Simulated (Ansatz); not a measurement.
**Whose spectrum is this?**

Method: Ansatz, r2SCAN, independent particles, without spin-orbit coupling, line width 0.15 eV (Gaussian); metals get a typed carrier damping. The response is along the first axis of the cell.

(E (eV), Im ε): (0.00, 0.00), (0.25, 0.04), (0.50, 0.89), (0.75, 1.76), (1.00, 2.33), (1.25, 3.12), (1.50, 4.47), (1.75, 6.79), (2.00, 6.81), (2.25, 6.51), (2.50, 6.76), (2.75, 7.23), (3.00, 5.35), (3.25, 3.49), (3.50, 3.95), (3.75, 4.43), (4.00, 3.39), (4.25, 2.64), (4.50, 2.18), (4.75, 1.82), (5.00, 1.66), (5.25, 1.76), (5.50, 1.90), (5.75, 2.04), (6.00, 2.46), (6.25, 3.60), (6.50, 5.04), (6.75, 5.38), (7.00, 4.71), (7.25, 3.85), (7.50, 3.20), (7.75, 2.74), (8.00, 2.91), (8.25, 2.71), (8.50, 3.29), (8.75, 3.87), (9.00, 3.65), (9.25, 3.04), (9.50, 2.62), (9.75, 2.20), (10.00, 1.76), (10.25, 1.55), (10.50, 1.61), (10.75, 1.65), (11.00, 1.53), (11.25, 1.35), (11.50, 1.18), (11.75, 0.94), (12.00, 1.15)

Q: All candidates were run at this level. Which one is shown?
A. CsSnI3 (Pm-3m)
B. CuI (F-43m)
C. Sn (I4_1/amd)

A: A. CsSnI3 (Pm-3m): least direct gap 0.42 eV, ε∞ = 8.57 along the first axis, strongest peak along the first axis at 2.75 eV. The others: CuI (F-43m), least direct gap 1.61 eV, ε∞ = 5.90 along the first axis, strongest peak along the first axis at 7.40 eV; Sn (I4_1/amd), a metal, with a Drude term, main peak of the conductivity above 1 eV at 1.39 eV.
